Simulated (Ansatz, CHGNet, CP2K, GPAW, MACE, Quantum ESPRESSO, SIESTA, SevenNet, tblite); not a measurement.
# GPAW runs on Ge(100) slab, H on both faces (90 atoms)

How do the settings of GPAW change the result for Ge(100) slab, H on both faces (90 atoms)? A plane-wave run serves as the yardstick.

Program: GPAW 26.7.0. Level of theory: the method is named at each step. Results are calculated unless marked as measured.

## 1. Set-up

The cell holds 90 atoms: 54 Ge and 36 H. Cell: a = 12.002 Å, b = 12.002 Å, c = 20.839 Å, α = 90.0°, β = 90.0°, γ = 90.0°. It derives from Ge (diamond-structure). Diamond-structure Ge (a = 5.658 Å), (100) slab of 6 atomic planes, 3 x 3 surface cells, H on the broken bonds of both faces, 12 Å of vacuum; displaced by a Gaussian of 0.02 Å. Then every atom was moved at random, 0.03 Å r.m.s. a Cartesian component (hydrogen 0.6 of that). Regions: slab, 54 atoms (54 Ge); hydrogen, 36 atoms (36 H). Vacuum lies along c.

The yardstick, on the same geometry:

```
method                                           : Kohn-Sham DFT, PBE, PAW, plane waves (Ansatz 0.2.0); cutoff 420 eV, Γ point, fermi-dirac smearing of 0.05 eV; PAW set soft_2
r.m.s. force component                           : 0.5689 eV/Å
longest force                                    : 3.348 eV/Å
gap (highest filled to lowest empty level) : 1.208 eV
SCF cycles                                       : 10
time                                             : 24 s on 8 threads of Arm Neoverse V2, shared host
CPU time                                         : 3 min
```

## 2. PBE, LCAO dzp, h 0.2 Å

Method: Kohn-Sham DFT, PBE, PAW, atomic orbitals (dzp).

run.py

```python
import numpy as np
from ase.io import read
from gpaw import GPAW, FermiDirac

atoms = read("structure.xyz")
atoms.calc = GPAW(
    mode="lcao",
    basis="dzp",
    h=0.2,
    xc="PBE",
    kpts={"size": (1, 1, 1), "gamma": True},
    occupations=FermiDirac(0.05),
    maxiter=200,
    symmetry={"point_group": False},
    txt="gpaw.txt",
)
energy = atoms.get_potential_energy(force_consistent=True)
forces = atoms.get_forces()
print(f"energy {energy:.6f} eV")
print("forces (eV/A)")
for i, (a, f) in enumerate(zip(atoms, forces)):
    print(f"{i:4d} {a.symbol:2s} {f[0]:10.5f} {f[1]:10.5f} {f[2]:10.5f}")
print(f"Fermi level {atoms.calc.get_fermi_level():.4f} eV")
for k in range(len(atoms.calc.get_ibz_k_points())):
    for s in range(atoms.calc.get_number_of_spins()):
        e = atoms.calc.get_eigenvalues(kpt=k, spin=s)
        n = np.searchsorted(e, atoms.calc.get_fermi_level())
        print(f"k {k} spin {s} levels about the Fermi level:", np.round(e[max(n - 6, 0):n], 4).tolist(), "|", np.round(e[n:n + 6], 4).tolist())
```

structure.xyz

```xyz
90
Lattice="12.00243 0.00000 0.00000 0.00000 12.00243 0.00000 0.00000 0.00000 20.83919" Properties=species:S:1:pos:R:3 pbc="T T T"
Ge 1.99888 2.07114 6.88881
Ge 0.04873 2.03249 8.29483
Ge 12.00219 4.01241 9.74045
Ge 2.09358 0.01476 11.13771
Ge 2.01545 2.00321 12.48955
Ge 0.06493 2.03705 13.97038
Ge 2.03717 5.98393 6.87193
Ge 11.97770 5.96929 8.32171
Ge 0.04981 8.01138 9.74982
Ge 1.96252 4.05358 11.14501
Ge 2.01821 5.99725 12.52498
Ge 0.07994 6.00698 13.92350
Ge 1.99420 9.96826 6.88923
Ge 0.04573 9.97378 8.25586
Ge 0.08606 11.96510 9.73565
Ge 2.04605 7.96649 11.07270
Ge 2.04377 10.04087 12.51748
Ge 0.02629 10.00931 13.96017
Ge 6.00398 2.05794 6.89194
Ge 3.93152 2.03453 8.32276
Ge 4.03942 4.01349 9.69939
Ge 6.02210 0.02581 11.10854
Ge 6.01586 1.98544 12.52352
Ge 4.11611 1.96792 13.93454
Ge 5.98573 6.01430 6.89402
Ge 4.05406 5.99809 8.28712
Ge 4.03078 7.99434 9.60541
Ge 5.95717 3.98133 11.10666
Ge 6.07407 5.97949 12.51789
Ge 4.01625 5.97121 13.97351
Ge 5.99521 10.04351 6.85734
Ge 4.06414 9.94713 8.30629
Ge 4.01421 0.00648 9.70564
Ge 6.01694 7.98354 11.15814
Ge 6.05955 10.01363 12.53852
Ge 4.04350 10.05324 13.98747
Ge 9.95986 1.98976 6.86464
Ge 7.99086 2.03009 8.25670
Ge 7.96541 4.01181 9.77983
Ge 10.01027 11.96438 11.17022
Ge 10.07928 1.99096 12.51185
Ge 8.03239 1.99072 14.01873
Ge 10.00295 6.01706 6.87006
Ge 7.95245 6.04766 8.29400
Ge 8.06647 8.02987 9.72982
Ge 10.04483 4.01253 11.13896
Ge 10.01747 5.98669 12.56499
Ge 8.06383 5.98489 13.92120
Ge 10.02311 9.91821 6.87860
Ge 7.97910 10.01063 8.27545
Ge 8.02386 11.98155 9.74503
Ge 10.00307 7.99062 11.12271
Ge 10.00871 10.04759 12.54457
Ge 8.03803 9.97870 13.90578
H 1.97812 0.76672 6.03607
H 1.99540 3.26778 6.04941
[... 30 atom lines left out ...]
H 10.07172 11.28721 5.97355
H 10.04387 8.78626 6.02315
H 8.01126 11.26248 14.81604
H 8.02314 8.75313 14.81958
```

Started as:

```
$ OMP_NUM_THREADS=1 python run.py > output.txt
```

Output:

```text
energy -334.124485 eV
forces (eV/A)
   0 Ge   -0.10451   -1.66109    0.82227
   1 Ge   -0.91981   -0.49305    0.17155
   2 Ge   -0.03545   -0.18438   -0.40221
   3 Ge   -0.58369   -0.11575   -0.16217
   4 Ge    0.69341    0.32698    0.84572
   5 Ge   -0.22371   -1.17368    0.14197
   6 Ge   -0.33157   -0.23136    2.32815
   7 Ge    0.51555    0.60689   -0.31996
   8 Ge   -0.55869   -0.27466   -0.54381
   9 Ge    0.77948   -0.57549   -0.45262
  10 Ge    0.61320    0.46090    0.31133
  11 Ge   -0.71230    0.70298   -0.58370
  12 Ge    0.82659    0.39835   -0.18286
  13 Ge   -0.54290    0.09076    0.58665
  14 Ge   -0.50974    0.26584   -0.32767
  15 Ge    0.35878    0.62605    0.45404
  16 Ge    0.10009   -0.72395    0.41181
  17 Ge    0.00070    0.11247   -0.87214
  18 Ge   -0.63344   -2.06078    1.78790
  19 Ge    0.90630   -0.26104   -0.43503
  20 Ge   -1.05864    0.19957    0.22650
  21 Ge   -0.02921   -0.42448    0.07332
  22 Ge    0.92889    0.17476    0.26624
  23 Ge   -1.32029   -0.37612   -0.16388
[...]
82 H     0.05036    0.57076   -0.69409
  83 H    -0.01289    0.27575   -0.09923
  84 H    -0.02556    0.18504    0.06013
  85 H     0.02405   -0.16944    0.08575
  86 H    -0.03263   -1.13700    0.42526
  87 H     0.02151   -2.13886   -1.84634
  88 H    -0.01004   -0.43453   -0.03802
  89 H     0.02046   -0.16303    0.32502
Fermi level 0.4650 eV
k 0 spin 0 levels about the Fermi level: [-0.7217, -0.5309, -0.4713, -0.4168, -0.2297, -0.204] | [1.1105, 1.3449, 1.4158, 1.4639, 1.5084, 1.5621]
```

gpaw.txt:

```text
Input parameters:
  mode=LCAO(),
  basis={'default': 'dzp'},
  h=0.2,
  kpts=MonkhorstPack(size=(1, 1, 1), gamma=True),
  maxiter=200,
  occupations=Occupations(name='fermi-dirac', width=0.05, fixmagmom=False),
  symmetry=Symmetry(point_group=False),
  xc=XC(name='PBE')
Unit cell  # Å
| periodic |         x |         y |         z |   lengths |    angles |
|----------|-----------|-----------|-----------|-----------|-----------|
|      yes | 12.002430 |  0.000000 |  0.000000 | 12.002430 | 90.000000 |
|      yes |  0.000000 | 12.002430 |  0.000000 | 12.002430 | 90.000000 |
|      yes |  0.000000 |  0.000000 | 20.839190 | 20.839190 | 90.000000 |
Number of symmetries: 1
Symmetry operations  # r_c * U_cc + t_c -> r_c
|   | kind |            matrix            |
|---|------|------------------------------|
| 0 |  E   |  1, 0, 0,  0, 1, 0,  0, 0, 1 |
BZ-sampling:
  Number of BZ points: 1
  Number of IBZ points: 1
  Monkhorst-Pack size: [1, 1, 1]
  Monkhorst-Pack shift: [0, 0, 0]
[... lines left out ...]
  MSR1-Mixer
occupation numbers:
  Fermi-Dirac:
    width: 0.0500  # eV
FastPoissonSolver using
    Stencil: 6*3+1=19 point O(h^6) finite-difference Laplacian
xc functional:
  name: PBE with 2 nearest neighbor stencil
interpolation: tri-quintic # 5. degree polynomial
Initialization done in: 8.910 s
convergence criteria:
- Maximum [total energy] change in last 3 cyles: 0.0005 eV / valence electron
- Maximum integral of absolute [dens]ity change: 0.0001 electrons / valence electron
- Maximum integral of absolute [eigenst]ate change: 4e-08 eV^2 / valence electron
maximum number of iterations: 200
SCF iterations
|iter     |      energy | eigst |  dens |
|---------|-------------|-------|-------|
|iter:   1| -340.106292 |      c|       |
|iter:   2| -339.089300 |      c| -0.84 |
|iter:   3| -338.111851 |      c| -0.86 |
|iter:   4| -337.661025 |      c| -1.26 |
|iter:   5| -334.124030 |      c| -1.33 |
|iter:   6| -334.128325 |      c| -2.15 |
|iter:   7| -334.131187c|      c| -2.73 |
|iter:   8| -334.124597c|      c| -2.76 |
|iter:   9| -334.124500c|      c| -3.45 |
|iter:  10| -334.124484c|      c| -3.74 |
|iter:  11| -334.124481c|      c| -4.18c|
Converged in 11 steps
SCF loop duration: 79.816 s (7.256 s/step)
Energy contributions relative to reference atoms: (reference = -3083722.089876)
Energy contributions:
  Kinetic:        1054.018146
  Coulomb:        -962.560924
  Zero:              0.601507
  External:          0.000000
  Xc:             -426.183206
  Entropy:          -0.000007
  Spinorbit:         0.000000
  ----------------------------
  Free energy:    -334.124485
  Extrapolated:   -334.124481
dipole moment: (-209.635627, -2.294868, -0.095414)  # |e|*Ang
Fermi level: 0.465
Eigenvalues  # (at kpt = [0.000, 0.000, 0.000])
| band index |      eig [eV] | occ [0-2] |
|------------|---------------|-----------|
|          0 |       -12.149 |     2.000 |
|        ... |               |           |
|        118 |        -1.038 |     2.000 |
|        119 |        -0.963 |     2.000 |
[...]
|        133 |         1.581 |     0.000 |
|        ... |               |           |
|        155 |         3.234 |     0.000 |
Gap: 1.315 eV
Transition (v -> c):
  (s=0, k=0, n=125, [0.00, 0.00, 0.00]) -> (s=0, k=0, n=126, [0.00, 0.00, 0.00])
No difference between direct/indirect transitions
Force computation time: 14.481  # s
timing:  # [seconds]
  Total:  103.230  # ━━━━━━━━━━━━━━━━━━━━━━━━━━━━━━━━━━━━━━━━━━━━━━━━━━━━━━━━
  Init:     8.909  # ━━━━━
  SCF:     79.816  # ━━━━━━━━━━━━━━━━━━━━━━━━━━━━━━━━━━━━━━━━━━━╸
  Forces:  14.481  # ━━━━━━━━
```

It took 1.7 min on 1 thread of Arm Neoverse V2, shared host; peak memory 1.7 GiB.

Banners, paths, timers and routine set-up lines are dropped from the logs unmarked, and long logs keep their key lines alone; longer cuts are marked.

Compared with the plane-wave run:

| Property | Result |
| --- | --- |
| r.m.s. force component | 0.6551 eV/Å |
| r.m.s. difference of force components | 163.6 meV/Å |
| longest difference of force vectors | 642.7 meV/Å |
| force difference over r.m.s. force | 28.75 % |
| slope of forces against the reference's | 1.122 |
| correlation of force components | 0.9741 |
| gap (highest filled to lowest empty level) | 1.315 eV |
| gap difference | 0.1067 eV |

This run lies far from the reference in forces at the same functional. Basis and potentials both differ; the latter hold 252 valence electrons against the reference's 792.

Length of the force difference by element (eV/Å):

| element | atoms | mean | most |
| --- | --- | --- | --- |
| Ge | 54 | 0.13 | 0.48 |
| H | 36 | 0.38 | 0.64 |

Levels nearest the highest filled one (eV from it): -0.52, -0.33, -0.27, -0.21, -0.03, 0.00, 1.31, 1.55, 1.62, 1.67, 1.71, 1.77.

A closer look about Ge49, which bears the longest force: 9 atoms, nearest first, numbered in the order of the input, with positions taken from that point.

| atom | x | y | z | distance (Å) | bonds | Fx | Fy | Fz (eV/Å) |
| --- | --- | --- | --- | --- | --- | --- | --- | --- |
| Ge49 | 0.00 | 0.00 | 0.00 | 0.00 | 4 | -0.13 | 3.51 | 1.39 |
| H88 | 0.02 | -1.13 | -0.86 | 1.42 | 1 | 0.02 | -2.14 | -1.85 |
| H87 | 0.05 | 1.37 | -0.91 | 1.64 | 1 | -0.03 | -1.14 | 0.43 |
| Ge14 | 2.03 | 0.06 | 1.38 | 2.45 | 4 | -0.54 | 0.09 | 0.59 |
| Ge50 | -2.04 | 0.09 | 1.40 | 2.48 | 4 | 0.44 | -0.02 | 0.08 |
| H83 | -0.03 | -2.68 | -0.88 | 2.82 | 1 | 0.05 | 0.57 | -0.69 |
| H79 | -0.04 | 2.81 | -0.88 | 2.94 | 1 | -0.01 | -0.16 | -0.33 |
| Ge43 | -0.02 | -3.90 | -0.01 | 3.90 | 4 | -0.34 | -0.94 | 0.89 |
| Ge45 | -1.96 | -1.89 | 2.85 | 3.94 | 4 | -0.94 | -0.02 | -0.30 |

Atoms are counted from 1 here, from 0 in the log.

Forces lie 29 % from the reference's, at 0.58 times its CPU time (on 1 against 8 cores).

The difference per atom is largest on H (0.38 eV/Å on average, against 0.13 on Ge).

## 3. PBE, LCAO dzp, h 0.15 Å

Method: Kohn-Sham DFT, PBE, PAW, atomic orbitals (dzp).

run.py: that of step 2 with these lines changed.

```diff
@@ -8,3 +8,3 @@
     basis="dzp",
-    h=0.2,
+    h=0.15,
     xc="PBE",
```

structure.xyz is that of step 2.

Output:

```text
energy -335.193022 eV
forces (eV/A)
   0 Ge   -0.10397   -1.68056    0.81409
   1 Ge   -0.92266   -0.50243    0.17268
   2 Ge   -0.03572   -0.18879   -0.40683
   3 Ge   -0.59065   -0.11174   -0.16597
   4 Ge    0.70807    0.32878    0.84829
   5 Ge   -0.24200   -1.16336    0.14544
   6 Ge   -0.34313   -0.22723    2.34428
   7 Ge    0.50395    0.60407   -0.33405
   8 Ge   -0.56676   -0.28409   -0.54829
   9 Ge    0.79141   -0.58179   -0.45807
  10 Ge    0.60256    0.45897    0.32498
  11 Ge   -0.71177    0.70794   -0.58267
  12 Ge    0.83481    0.40205   -0.18018
  13 Ge   -0.54284    0.07576    0.59151
  14 Ge   -0.51673    0.27078   -0.31443
  15 Ge    0.36462    0.60171    0.45082
  16 Ge    0.08506   -0.74424    0.43001
  17 Ge    0.01664    0.10153   -0.88896
  18 Ge   -0.63250   -2.07416    1.78482
  19 Ge    0.92649   -0.27245   -0.44525
  20 Ge   -1.07811    0.18594    0.23402
  21 Ge   -0.01804   -0.41619    0.07357
  22 Ge    0.93460    0.18796    0.27512
  23 Ge   -1.30430   -0.36128   -0.15850
[...]
82 H     0.04184    0.56798   -0.69824
  83 H    -0.01763    0.26798   -0.08946
  84 H    -0.03335    0.19127    0.05857
  85 H     0.01931   -0.16777    0.09464
  86 H    -0.02840   -1.13137    0.42227
  87 H     0.01446   -2.13875   -1.84818
  88 H    -0.01865   -0.43224   -0.03726
  89 H     0.01563   -0.16644    0.32663
Fermi level 0.4642 eV
k 0 spin 0 levels about the Fermi level: [-0.7221, -0.5313, -0.4716, -0.4172, -0.2301, -0.2044] | [1.1093, 1.3441, 1.4149, 1.4631, 1.5075, 1.5611]
```

gpaw.txt:

```text
Input parameters:
  mode=LCAO(),
  basis={'default': 'dzp'},
  h=0.15,
  kpts=MonkhorstPack(size=(1, 1, 1), gamma=True),
  maxiter=200,
  occupations=Occupations(name='fermi-dirac', width=0.05, fixmagmom=False),
  symmetry=Symmetry(point_group=False),
  xc=XC(name='PBE')
Unit cell  # Å
| periodic |         x |         y |         z |   lengths |    angles |
[... lines left out ...]
  Fermi-Dirac:
[... lines left out ...]
convergence criteria:
- Maximum [total energy] change in last 3 cyles: 0.0005 eV / valence electron
[... lines left out ...]
Converged in 11 steps
[... lines left out ...]
  Free energy:    -335.193022
  Extrapolated:   -335.193018
dipole moment: (-209.517445, -2.311484, -0.095457)  # |e|*Ang
Fermi level: 0.464
Eigenvalues  # (at kpt = [0.000, 0.000, 0.000])
| band index |      eig [eV] | occ [0-2] |
|------------|---------------|-----------|
|          0 |       -12.149 |     2.000 |
|        ... |               |           |
|        118 |        -1.038 |     2.000 |
|        119 |        -0.964 |     2.000 |
[...]
|        133 |         1.580 |     0.000 |
|        ... |               |           |
|        155 |         3.233 |     0.000 |
Gap: 1.314 eV
Transition (v -> c):
  (s=0, k=0, n=125, [0.00, 0.00, 0.00]) -> (s=0, k=0, n=126, [0.00, 0.00, 0.00])
No difference between direct/indirect transitions
Force computation time: 30.369  # s
timing:  # [seconds]
  Total:  210.338  # ━━━━━━━━━━━━━━━━━━━━━━━━━━━━━━━━━━━━━━━━━━━━━━━━━━━━━━━━
  Init:    15.710  # ━━━━
  SCF:    164.237  # ━━━━━━━━━━━━━━━━━━━━━━━━━━━━━━━━━━━━━━━━━━━╸
  Forces:  30.370  # ━━━━━━━━
```

The job ended after 3.5 min (1 thread; peak memory 3.9 GiB).

Numbers from this run, and their distance from the reference:

```yaml
r_m_s_force_component: 0.6571 eV/Å
r_m_s_difference_of_force_components: 164.3 meV/Å
longest_difference_of_force_vectors: 643.6 meV/Å
force_difference_over_r_m_s_force: 28.89 %
slope_of_forces_against_the_reference_s: 1.125
correlation_of_force_components: 0.9743
spacing_of_highest_filled_and_lowest_empty_level: 1.314 eV
gap_difference: 0.1059 eV
energy_less_the_same_level_run_s: -11.87 meV/atom
r_m_s_force_difference_from_the_same_level_run: 9.139 meV/Å
```

This run lies far from the reference in forces at the same functional. Basis and potentials both differ; the latter hold 252 valence electrons against the reference's 792.

Against the first run (29 %), the force difference from the reference is 29 %, at 2.0 times the CPU time: the change moves forces by 9.1 meV/Å r.m.s., so most of the difference comes from elsewhere.

The difference per atom is largest on H (0.38 eV/Å on average, against 0.14 on Ge).

(Continued in part 2 of 2.)

[Also dropped from logs without a mark: logging warnings of Python, and SIESTA's first energy breakdown and zero terms.]

[Logs are printed without paths, hosts, clocks, repeated set-up lines and the standing remarks that a program may print on its own settings, such as how far it seeks lower states.]

[Hosts, paths, dates, database ids (printed as entryN), source tags and the programs' standing remarks are cut or masked in the printed files.]
